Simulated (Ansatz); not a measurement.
# Lattice dynamics of Sn2Os (built on the sites of a database entry of FeSi2), part 2 of 2

Aim: the vibrations of Sn2Os (built on the sites of a database entry of FeSi2), their spectra, and whether the structure is stable.

Ansatz 0.2.0; DFT PBEsol, scalar-relativistic, plane waves, PAW.

So far. Step 4 (Relaxing to small forces for the phonons): The largest force component left is 0.24 meV/Å and the pressure is -0.003 GPa, within the tolerances set. The cell now holds 20.61 Å³/atom. The relaxed cell has a = 3.173, c = 6.142 Å (conventional setting).

The structure was built from a prototype and need not be the compound's stable phase.

### 5. Modes at Γ

The zone centre comes first: it holds the modes that light can see, as far as symmetry allows. No field response is asked, since the mesh shows no gap.

input.yaml reads:

```yaml
crystal:
  lattice:
    - [3.1727012468, 0.0, 0.0]
    - [0.0, 3.1727012468, 0.0]
    - [0.0, 0.0, 6.1424740199]
  atoms:
    - { symbol: Os, position: [0.0, 0.0, 0.0] }
    - { symbol: Sn, position: [0.5, 0.5, 0.2674884508] }
    - { symbol: Sn, position: [0.5, 0.5, 0.7325115492] }
kpoints:
  mp_grid: { grid: [16, 16, 8] }
hamiltonian:
  xc: pbesol
scf:
  occupations: { method: methfessel_paxton, width: 0.2 }
output:
  eigenvalues: true
phonons:
  method: dfpt
```

Command:

```sh
$ ansatz run input.yaml --threads 8 --pin off --max-ram 14336MiB --backend cpu --events-out ev --progress --plain --runs-dir out
```

Numbers of over 12 decimals in the logs are rounded to 6 here.

The log of the run:

```text
zone centre: on kpoints.mp_grid the ground state, and the responses unless they are solved on pairs of k-points, stand on 405 of the mesh's 2048 k-points, reduced under 4 symmetry operations, with k and −k counted as one. Each operation leaves every solved displacement unchanged or reverses it
[...]
Crystal: 3 atoms, lattice volume = 61.830 Å³
Basis set: ecut = 420 eV, 1221 PW (Γ), exchange–correlation on 48×48×90 points (8 copies of the dense FFT grid, shifted against one another)
Bands: 27, of which v1, the nominal top of the filled ones, is band 22 counted from 1 (21 counted from 0)
Symmetry: 16 space group operations
k-points: 405 of 2048 (irreducible under 4 space group operations, time reversal used)
[...]
SCF iter   1: F=—  HF=-23149.985405 eV  |F-HF|=—  |Δ(HF+E_count)|=         —  Δρ=5.79e-3  dr2=2.01e-2  ethr=1.77e-3  ⟨swp⟩=5.5  Hψ=45808  notcnv=0
[...]
SCF iter  10: F=-23149.981827 eV  HF=-23149.981827 eV  |F-HF|=3.64e-12  |Δ(HF+E_count)|=  1.09e-11  S|Δr|=    0.00e0  Δρ=5.56e-8  dr2=3.95e-12  ethr=1.00e-12  ⟨swp⟩=6.7  Hψ=48984  notcnv=0
SCF 1 converged in 10 iterations: F = -23149.981827 eV  dr2 = 3.95e-12
[...]
DFPT response loops at Γ: preconditioner auto → Kerker (q_TF=auto, 2.578 Å⁻¹) (partly filled bands, converged f_vac=0.006); β = 1.00, the filter's whole step (`scf.mixing.beta` (0.50) is not read by the response loops under this deck's `scf.mixing.preconditioner`; to damp them name `kerker` or `kerker_dos`, under which they read `scf.mixing.beta`, and type it under 1.00, their step now; both keys bind the ground state too); Broyden in place of MSR1
SCF converged after 10 iterations
[...]
Free energy (F): -23149.981827 eV
[...]
Internal energy: -23149.985735 eV  (E = F + TS)
E sigma→0 (E₀):  -23149.982804 eV
Entropy (-TS):   0.003908 eV (1.303 meV/atom)
Fermi energy:    15.774528 eV
[...]
--- Band table (eV; the first three rows and the last of 405) ---
  k-point 0: bands = [... 18 lower, 13.8347, 13.8347, 14.0305, 15.0253, 18.8362, 18.8362, 19.9404, 23.8907, ... 1 higher]
  k-point 1: bands = [... 18 lower, 13.8229, 13.8229, 14.0141, 15.0253, 18.9420, 18.9420, 19.4510, 23.6333, ... 1 higher]
  k-point 2: bands = [... 18 lower, 13.7951, 13.7951, 13.9541, 15.0255, 18.4470, 19.2367, 19.2367, 22.8475, ... 1 higher]
  k-point 404: bands = [... 18 lower, 13.0318, 13.0318, 13.7834, 16.3028, 16.8871, 16.8871, 16.9036, 17.9062, ... 1 higher]
--- Phonons (Γ-DFPT): 4 representative perturbations + reference, on 405 of 2048 k-points (Σ response iterations 12) ---
  k mesh reduced under 4 symmetry operations, with k and −k counted as one. Each operation leaves every solved displacement unchanged or reverses it
  ASR residual: 4.318e-5 → 0.000e0 eV/Å²; symmetrization residual: 3.154e-5 eV/Å²
  ASR residual per site (eV/Å²): 2.14e-5 4.32e-5 4.32e-5
  Γ frequencies (cm⁻¹): 0.00 0.00 0.00 87.59 87.59 115.35 115.35 156.04 220.85
  non-analytic LO–TO correction: not included (Born effective charges unavailable; polar crystals: no LO–TO splitting at Γ)
```

Elapsed: 33 s, on 8 threads of Intel Xeon Platinum 8488C (Sapphire Rapids), shared host; peak memory 2.4 GiB; 3.6 min of CPU time.

The column dr2 measures how far the density is from self-consistency, as an energy; F and HF (Harris–Foulkes) agree once it is small.

Numbers from this step:

* sum-rule residual before enforcement: 4.32e-5 eV/Å²
* point group: 4/mmm
* highest optical mode at the zone centre (no LO-TO term): 220.8 cm⁻¹
* lowest optical zone-centre mode: 87.59 cm⁻¹

Patterns of degenerate modes are one choice out of their space. Modes at Γ, with each element's share of the kinetic energy:

```tsv
mode	frequency (cm⁻¹)	symmetry	Os %	Sn %
1	0.0	acoustic	44	56
2	0.0	acoustic	44	56
3	0.0	acoustic	44	56
4	87.6	Eg	0	100
5	87.6	Eg	0	100
6	115.3	Eu	56	44
7	115.3	Eu	56	44
8	156.0	A2u	56	44
9	220.8	A1g	0	100
```

Displacements in mode 4 (87.6 cm⁻¹), the largest set to 1:
```
Os1  0.00  0.00  0.00
Sn2 -0.14 -1.00  0.00
Sn3  0.14  1.00  0.00
```

Displacements in mode 8 (156.0 cm⁻¹), the largest set to 1:
```
Os1  0.00  0.00  1.00
Sn2  0.00  0.00 -0.80
Sn3  0.00  0.00 -0.80
```

Before it was imposed, the acoustic sum rule was missed by 4.3e-5 eV/Å². Small misses are needed for a sound result but don't prove that mesh and cutoff are converged. The lowest optical mode is real, 87.6 cm⁻¹.

### 6. The dispersion

Stability and thermal properties need the whole zone. Linear response on a 4×4×2 q mesh gives force constants as far as a supercell of that size would.

Changes to input.yaml since step 5:

```diff
@@ -19 +19,9 @@
   method: dfpt
+  qmesh: [4, 4, 2]
+  temperatures: { t_max: 1000, t_step: 50 }
+  qpath:
+    path:
+      - [[0.0, 0.0, 0.0], [0.0, 0.5, 0.0], [0.5, 0.5, 0.0], [0.0, 0.0, 0.0], [0.0, 0.0, 0.5], [0.0, 0.5, 0.5], [0.5, 0.5, 0.5], [0.0, 0.0, 0.5]]
+      - [[0.0, 0.5, 0.0], [0.0, 0.5, 0.5]]
+      - [[0.5, 0.5, 0.0], [0.5, 0.5, 0.5]]
+    npoints: 10
```

The log of the run:

```text
Warning: phonons: the dynamical matrix that this run interpolates holds no multipole term above the dipole-dipole one, and a site of this crystal is no centre of inversion, so its interpolated transverse optical and acoustic branches and sound speeds can stay off near Gamma, and the density of states and the thermodynamics with them. What a run solves at a wave vector of phonons.qpoints, Gamma apart, where the deck admits one, is free of this, and under fd what a larger phonons.supercell samples
[...]
Crystal: 3 atoms, lattice volume = 61.830 Å³
Basis set: ecut = 420 eV, 1221 PW (Γ), exchange–correlation on 48×48×90 points (8 copies of the dense FFT grid, shifted against one another)
Bands: 27, of which v1, the nominal top of the filled ones, is band 22 counted from 1 (21 counted from 0)
Symmetry: 16 space group operations
k-points: 225 of 2048
[...]
SCF iter   1: F=—  HF=-23149.985410 eV  |F-HF|=—  |Δ(HF+E_count)|=         —  Δρ=5.79e-3  dr2=2.01e-2  ethr=1.77e-3  ⟨swp⟩=5.4  Hψ=25367  notcnv=0
[...]
SCF iter  10: F=-23149.981827 eV  HF=-23149.981827 eV  |F-HF|=3.64e-12  |Δ(HF+E_count)|=  1.09e-11  S|Δr|=    0.00e0  Δρ=4.80e-8  dr2=2.75e-12  ethr=1.00e-12  ⟨swp⟩=6.8  Hψ=27124  notcnv=0
SCF 1 converged in 10 iterations: F = -23149.981827 eV  dr2 = 2.75e-12
[...]
SCF iter   1: F=—  HF=-23149.981826 eV  |F-HF|=—  |Δ(HF+E_count)|=         —  Δρ=1.17e-7  dr2=1.07e-11  ethr=8.48e-9  ⟨swp⟩=4.0  Hψ=45040  notcnv=0
eigensolver tolerance schedule: the retry pair's looser diagonalisation over-reported the residual by 349157.48 of it (diagonalisation noise at 21.17 of the residual, at the tolerance the schedule requests for it); recorded, not acted on — ethr = c·dr2/N_el stays at c = 1.0e-1
[...]
SCF iter   2: F=-23149.981827 eV  HF=-23149.981827 eV  |F-HF|=0.00e0  |Δ(HF+E_count)|=   9.38e-8  S|Δr|=    0.00e0  Δρ=8.29e-8  dr2=4.98e-12  ethr=1.00e-12  ⟨swp⟩=3.8  Hψ=28374  notcnv=0
SCF 2 converged in 2 iterations: F = -23149.981827 eV  dr2 = 4.98e-12
phonons: the bands overlap, so this run is a metal and interpolates without the dipole-dipole term. If the crystal is really an insulator or semiconductor, its LO-TO splitting is missing
NSCF: frozen V_eff on 225 k-points
[...]
DFPT response loops at q = (0, 0, 0) (fractional): preconditioner auto → Kerker (q_TF=auto, 2.578 Å⁻¹) (partly filled bands, converged f_vac=0.006); β = 1.00, the filter's whole step (`scf.mixing.beta` (0.50) is not read by the response loops under this deck's `scf.mixing.preconditioner`; to damp them name `kerker` or `kerker_dos`, under which they read `scf.mixing.beta`, and type it under 1.00, their step now; both keys bind the ground state too); Broyden in place of MSR1
[...]
SCF converged after 10 iterations
[...]
Free energy (F): -23149.981827 eV
[...]
Internal energy: -23149.985735 eV  (E = F + TS)
E sigma→0 (E₀):  -23149.982804 eV
Entropy (-TS):   0.003908 eV (1.303 meV/atom)
Fermi energy:    15.774528 eV
[...]
--- Band table (eV; the first three rows and the last of 225) ---
  k-point 0: bands = [... 18 lower, 13.8347, 13.8347, 14.0305, 15.0253, 18.8362, 18.8362, 19.9404, 23.8907, ... 1 higher]
  k-point 1: bands = [... 18 lower, 13.8229, 13.8229, 14.0141, 15.0253, 18.9420, 18.9420, 19.4510, 23.6333, ... 1 higher]
  k-point 2: bands = [... 18 lower, 13.7951, 13.7951, 13.9541, 15.0255, 18.4470, 19.2367, 19.2367, 22.8475, ... 1 higher]
  k-point 224: bands = [... 18 lower, 13.0318, 13.0318, 13.7834, 16.3028, 16.8871, 16.8871, 16.9036, 17.9062, ... 1 higher]
--- Phonons (Γ-DFPT): 4 representative perturbations + reference (Σ response iterations 12) ---
  ASR residual: 4.185e-5 → 0.000e0 eV/Å²; symmetrization residual: 3.173e-5 eV/Å²
  ASR residual per site (eV/Å²): 1.61e-5 4.18e-5 4.18e-5
  Γ frequencies (cm⁻¹): 0.00 0.00 0.00 87.59 87.59 115.35 115.35 156.04 220.85
--- Phonons (arbitrary-q DFPT): 12 irreducible q on the 4×4×2 mesh ---
  q = [0.0000, 0.0000, 0.0000] (star 1, of the zone-centre solve; hermiticity 4.88e-6, symmetrization 3.31e-12): -0.00 0.00 0.00 87.59 87.59 115.35 115.35 156.04 220.85
  q = [0.0000, 0.0000, -0.5000] (star 1, 4 solved perturbations in 1260 linear systems a pass and spin channel, the states on 405 of 2048 k-point pairs; hermiticity 3.50e-6, symmetrization 1.55e-12): 23.14 23.14 76.89 90.43 90.43 118.21 118.21 168.53 201.84
  q = [0.0000, 0.2500, 0.0000] (star 4, 6 solved perturbations on 720 of 2048 k-point pairs; hermiticity 3.35e-6, symmetrization 2.14e-13): 46.76 52.33 80.82 91.11 113.10 126.42 144.32 160.50 215.25
[...]
sum rule: each row above includes the acoustic sum rule's correction from the zone centre's row sums; it moved no ω² by more than (0.31 cm⁻¹)²
  mesh force constants: q→R imaginary residual 4.51e-18; ASR residual 4.185e-5 → 0.000e0 eV/Å²; symmetrization residual 1.776e-15 eV/Å²
  interpolated dispersion: 93 rows × 9 modes
  density of states and harmonic sums: on the 20×20×10 q-mesh, interpolated from the force constants of a 4×4×2 supercell (no non-analytic term)
  largest difference from the sums on the solved wave vectors: F 2.36e-2 eV, S 3.16e-5 and C_V 8.01e-6 eV/K
  zero-point energy: 0.069850 eV/cell   skipped modes (ω ≤ 0): 3   left out of the sums: 8.33e-5 of the cell's modes: C_V's classical limit lies that fraction below 3 k_B per atom; for a crystal, a wire or a layer, F and S can be off by more, and a phonons.interpolated_qmesh denser along its periods is the remedy for the sampling
```

Run time: 8.8 min. Hardware: 8 threads; peak memory 5.2 GiB.

Numbers from this step:

- sum-rule residual before enforcement: 4.18e-5 eV/Å²
- lowest frequency on the path: 0 cm⁻¹
- highest frequency on the path or at a solved wavevector: 220.9 cm⁻¹
- mean frequency: 125.2 cm⁻¹
- Debye temperature (second moment): 247 K
- logarithmic mean frequency: 115.9 cm⁻¹
- lowest mode on the q mesh (acoustic modes at Γ apart): 23.14 cm⁻¹
- zero-point energy per atom: 23.28 meV
- heat capacity at 300 K: 24.12 J/(mol atoms K)
- vibrational entropy at 300 K: 40.01 J/(mol atoms K)

Frequencies (cm⁻¹) solved at each irreducible wavevector; negative means imaginary. Frequencies by wavevector, by row:

```tsv
q in reciprocal lattice units	star	mode 1	mode 2	mode 3	mode 4	mode 5	mode 6	mode 7	mode 8	mode 9
0 0 0	1	0	0	0	87.6	87.6	115.3	115.3	156	220.8
0 0 -0.5	1	23.1	23.1	76.9	90.4	90.4	118.2	118.2	168.5	201.8
0 0.25 0	4	46.8	52.3	80.8	91.1	113.1	126.4	144.3	160.5	215.2
0 0.25 -0.5	4	52.4	68.3	80.5	82.5	112.3	141.4	154.1	164.6	194.4
0 -0.5 0	2	72.6	73.8	90.6	91.1	111.7	113.8	168	187.5	217.7
0 -0.5 -0.5	2	73.9	74.2	88.3	88.4	99.6	168	174.3	182.6	188.5
0.25 0.25 0	4	59.2	85	111.5	113.6	125.4	139.8	144.3	149.4	210.5
0.25 0.25 -0.5	4	59.5	78.1	101.4	128.4	134.4	145.7	149	159.5	188.6
0.25 -0.5 0	4	71.9	101.8	104.3	121.4	122.4	150.8	158.1	172.9	212.3
0.25 -0.5 -0.5	4	62.8	95.2	118.5	121.7	128.5	163.2	168.2	173.6	185.4
-0.5 -0.5 0	1	81.5	103.3	117.9	117.9	146.4	146.4	177.6	177.6	207
-0.5 -0.5 -0.5	1	55.4	115.5	115.5	141.3	152.9	152.9	174.7	174.7	185.8
```

Interpolated from a 4×4×2 q mesh. Phonon branches along the path, in cm⁻¹:

```tsv
point	branch 1	branch 2	branch 3	branch 4	branch 5	branch 6	branch 7	branch 8	branch 9
Γ	0	0	0	88	88	115	115	156	221
halfway	47	52	81	91	113	126	144	160	215
X	73	74	91	91	112	114	168	188	218
halfway	72	102	104	121	122	151	158	173	212
M	82	103	118	118	146	146	178	178	207
halfway	59	85	112	114	125	140	144	149	210
Γ	0	0	0	88	88	115	115	156	221
halfway	16	16	55	89	89	117	117	160	214
Z	23	23	77	90	90	118	118	168	202
halfway	52	68	80	82	112	141	154	165	194
R	74	74	88	88	100	168	174	183	188
halfway	63	95	118	122	128	163	168	174	185
A	55	116	116	141	153	153	175	175	186
halfway	60	78	101	128	134	146	149	160	189
Z	23	23	77	90	90	118	118	168	202
jump to X	73	74	91	91	112	114	168	188	218
halfway	73	74	90	94	95	145	168	185	208
R	74	74	88	88	100	168	174	183	188
jump to M	82	103	118	118	146	146	178	178	207
halfway	70	117	117	120	150	150	176	176	199
A	55	116	116	141	153	153	175	175	186
```

The phonon branches as a text plot (rows in cm⁻¹):

```
    216 |**********         ******                        *
    207 |          *********      *                        *  *
    198 |                          ****                ***  *  *
    189 |      **                      ****************   ** *  *
    179 |    **  **  ***                ****                ****
    170 |      **  **   *         ***  *************     *****  *
    161 |   ***  ***     *      **   ****   ***    ******   *
    152 |***       **     ** ***      **       **** **        ***
    143 |  **     *  ********         *       *********    *    *
    133 |        * **    ** *        *              ****
    124 | ****     **   **** *      *       ***      ** **     *
    115 |**** ***** *****  ** *********     ** *****  ** **   ***
    106 |    **  * ********         *  *** ** *   * ** ** *   *
     97 | *     ***       * **            *  *     *    ** ***
     87 |****  ***         *  ******** ******       * *   ****
     78 |  ******   *****          *  *****          * *  *****
     69 |    *******     ** *     * *********         * ****   *
     60 |    *             * *       * *     ***********        *
     51 |   *               *    *    *                **
     41 | **                 *      *                   *
     32 |                     *     **                   *
     23 |**                  ** * **
     14 |**                   *  *
      5 |*                     **
         Γ     X      M        Γ   Z     R      A        Z|XR|M A
```

The phonon density of states has structure finer than the step of the table below, so its rows give means over 10 cm⁻¹, whole bins alone (the curve runs from 1 to 221 cm⁻¹). Peaks (cm⁻¹: height): 69.0: 0.0707, 117.0: 0.0931, 159.0: 0.0775, 209.0: 0.0483.

Tetrahedra on a 20×20×10 mesh, mean over bins of 2 cm-1. Interpolated from a 4×4×2 q mesh. Table of phonon density of states by wavenumber; means over each step:

```tsv
wavenumber (cm⁻¹)	phonon density of states (1/cm⁻¹/cell)
10	4.8e-4
20	0.00262
30	0.00697
40	0.0105
50	0.0172
60	0.0517
70	0.0610
80	0.0430
90	0.0609
100	0.0642
110	0.0695
120	0.0784
130	0.0547
140	0.0506
150	0.0722
160	0.0748
170	0.0605
180	0.0198
190	0.0214
200	0.0305
210	0.0421
```

The partial phonon density of states has structure finer than the step of the table below, so its rows give means over 5 cm⁻¹, whole bins alone (the curve runs from -10 to 238 cm⁻¹). Peaks (cm⁻¹: height): Os 69.4: 0.0526, 119.2: 0.0344, 142.5: 0.0175; Sn 88.1: 0.0482, 117.6: 0.0486, 156.5: 0.0622, 209.5: 0.0412.

Phonopy on the run's constants, 17x17x9 mesh, Gaussian sigma 2.0 cm-1. Interpolated from a 4×4×2 q mesh. Table of partial phonon density of states by wavenumber; means over each step; values in 1/cm⁻¹/cell:

```tsv
wavenumber (cm⁻¹)	Os	Sn
-5	1.3e-5	1.5e-5
0	7.9e-5	9.8e-5
5	8.4e-5	1.0e-4
10	3.1e-4	3.7e-4
15	6.0e-4	7.3e-4
20	9.8e-4	0.00113
25	0.00243	0.00275
30	0.00363	0.00390
35	0.00472	0.00490
40	0.00440	0.00440
45	0.00624	0.00575
50	0.0102	0.00856
55	0.0175	0.0103
60	0.0379	0.0152
65	0.0484	0.0165
70	0.0487	0.0168
75	0.0228	0.0204
80	0.0140	0.0293
85	0.0151	0.0381
90	0.0187	0.0451
95	0.0204	0.0352
100	0.0255	0.0413
105	0.0247	0.0434
110	0.0265	0.0430
115	0.0306	0.0463
120	0.0324	0.0467
125	0.0249	0.0425
130	0.0157	0.0392
135	0.0100	0.0333
140	0.0139	0.0411
145	0.0152	0.0466
150	0.0152	0.0551
155	0.0160	0.0592
160	0.0142	0.0580
165	0.0146	0.0579
170	0.0158	0.0468
175	0.00833	0.0299
180	0.00121	0.0184
185	4.5e-4	0.0173
190	0.00123	0.0212
195	0.00214	0.0225
200	0.00322	0.0276
205	0.00339	0.0317
210	0.00436	0.0392
215	0.00294	0.0263
220	4.4e-4	0.00561
225	3.0e-6	2.1e-4
230	0	0
```

Harmonic thermodynamic functions per atom, from the density of states. Interpolated from a 4×4×2 q mesh. Thermodynamic functions, by row:

```tsv
T (K)	F_vib (meV/atom)	S (J/mol-atom/K)	C_V (J/mol-atom/K)
0	23.28	0	0
50	22.46	5.266	10.31
100	17.01	15.58	18.92
200	-7.45	30.41	23.15
300	-44.25	40.01	24.12
400	-89.51	47.01	24.47
500	-141.2	52.49	24.64
600	-198	56.99	24.73
700	-259.1	60.8	24.79
800	-323.8	64.12	24.82
900	-391.8	67.04	24.85
1000	-462.7	69.66	24.86
```

Harmonic mean-square displacement, third of the trace. Interpolated from a 4×4×2 q mesh. Mean square displacements, by row:

```tsv
T (K)	Os1 U_eq (Å²)	Sn2 U_eq (Å²)	Sn3 U_eq (Å²)
0	0.00102	0.00122	0.00122
100	0.00227	0.00224	0.00224
300	0.00627	0.00588	0.00588
600	0.01244	0.0116	0.0116
```

Symmetry leaves 12 wavevectors to solve. The lowest mode among them, the acoustic zeros apart, lies at q = (0, 0, -0.5) and is real, 23.1 cm⁻¹.

### 7. Isotope substitution

An isotope changes the mass and not the force constants, so no new electronic calculation is needed; the shifts show which modes move this element.

The same force constants with the mass of Sn changed from 118.710 to 123.905 u (phonopy, no LO-TO term). Both lists are sorted by frequency; levels can cross, so a row need not hold one and the same mode. Modes under 3 cm⁻¹ are left out. Isotope shifts, by row:

```tsv
q	rank	natural mass (cm⁻¹)	changed mass (cm⁻¹)
0 0 0	4	87.59	85.74
0 0 0	5	87.59	85.74
0 0 0	6	115.3	114.3
0 0 0	7	115.3	114.3
0 0 0	8	156	154.6
0 0 0	9	220.8	216.2
0 0 -0.5	1	23.14	22.88
0 0 -0.5	2	23.14	22.88
0 0 -0.5	3	76.89	76.56
0 0 -0.5	4	90.43	88.52
0 0 -0.5	5	90.43	88.52
0 0 -0.5	6	118.2	117
0 0 -0.5	7	118.2	117
0 0 -0.5	8	168.5	165
0 0 -0.5	9	201.8	198.4
0 0.25 0	1	46.76	46.31
0 0.25 0	2	52.33	51.73
0 0.25 0	3	80.82	79.11
0 0.25 0	4	91.11	90.58
0 0.25 0	5	113.1	112
0 0.25 0	6	126.4	124
0 0.25 0	7	144.3	142.3
0 0.25 0	8	160.5	157.8
0 0.25 0	9	215.2	211
0 0.25 -0.5	1	52.44	51.84
0 0.25 -0.5	2	68.26	67.89
0 0.25 -0.5	3	80.49	79.81
0 0.25 -0.5	4	82.54	80.79
0 0.25 -0.5	5	112.3	111.2
0 0.25 -0.5	6	141.4	138.9
0 0.25 -0.5	7	154.1	152.1
0 0.25 -0.5	8	164.6	161.2
0 0.25 -0.5	9	194.4	190.8
```

A mode of this element alone would shift by -2.12 %. The highest zone-centre frequency without the field goes from 220.8 to 216.2 cm⁻¹ (-2.1 %). The product of the frequency ratios over all optical modes at Γ is 0.912; the product rule, (m/m′)^(3k/2) (M′/M)^(3/2) with k = 2 such atoms and M the mass of the cell, gives 0.912.

### 8. Results

| Quantity | Value |
| --- | --- |
| space group after relaxation (within 0.01 Å) | P4/mmm |
| volume per atom | 20.6 Å³ |
| electronic character | no gap on this mesh |
| highest optical mode at the zone centre (no LO-TO term) | 221 cm⁻¹ |
| lowest optical zone-centre mode | 87.6 cm⁻¹ |
| lowest mode on the q mesh (acoustic modes at Γ apart) | 23.1 cm⁻¹ |
| highest frequency on the path or at a solved wavevector | 221 cm⁻¹ |
| zero-point energy per atom | 23.3 meV |
| heat capacity at 300 K | 24.1 J/(mol atoms K) |
| vibrational entropy at 300 K | 40.0 J/(mol atoms K) |
| Debye temperature (second moment) | 247 K |
| imaginary modes on the 4×4×2 q mesh | none |

The structure is a minimum as far as tested: no mode is imaginary at the 12 irreducible wavevectors of the 4×4×2 mesh, and the softest away from the acoustic zeros lies at 23 cm⁻¹. The optical modes at Γ span 88 to 221 cm⁻¹. The highest mode in this list at Γ, 220.8 cm⁻¹, is mostly motion of Sn (100 % of the kinetic energy). With no gap, or one that is small against the smearing, the frequencies hang on the k mesh and the smearing, most of all near Kohn anomalies. Spin-orbit coupling is left out, which can matter for the heavy elements here. The starting cell was built on a prototype and not taken from a measurement, so the phase need not exist. These are harmonic frequencies at zero temperature: anharmonic shifts, linewidths and thermal expansion are left out.

[Logs are printed without paths, hosts, clocks, repeated set-up lines and the standing remarks that a program may print on its own settings, such as how far it seeks lower states.]

[Hosts, paths, dates, database ids (printed as entryN), source tags and the programs' standing remarks are cut or masked in the printed files.]
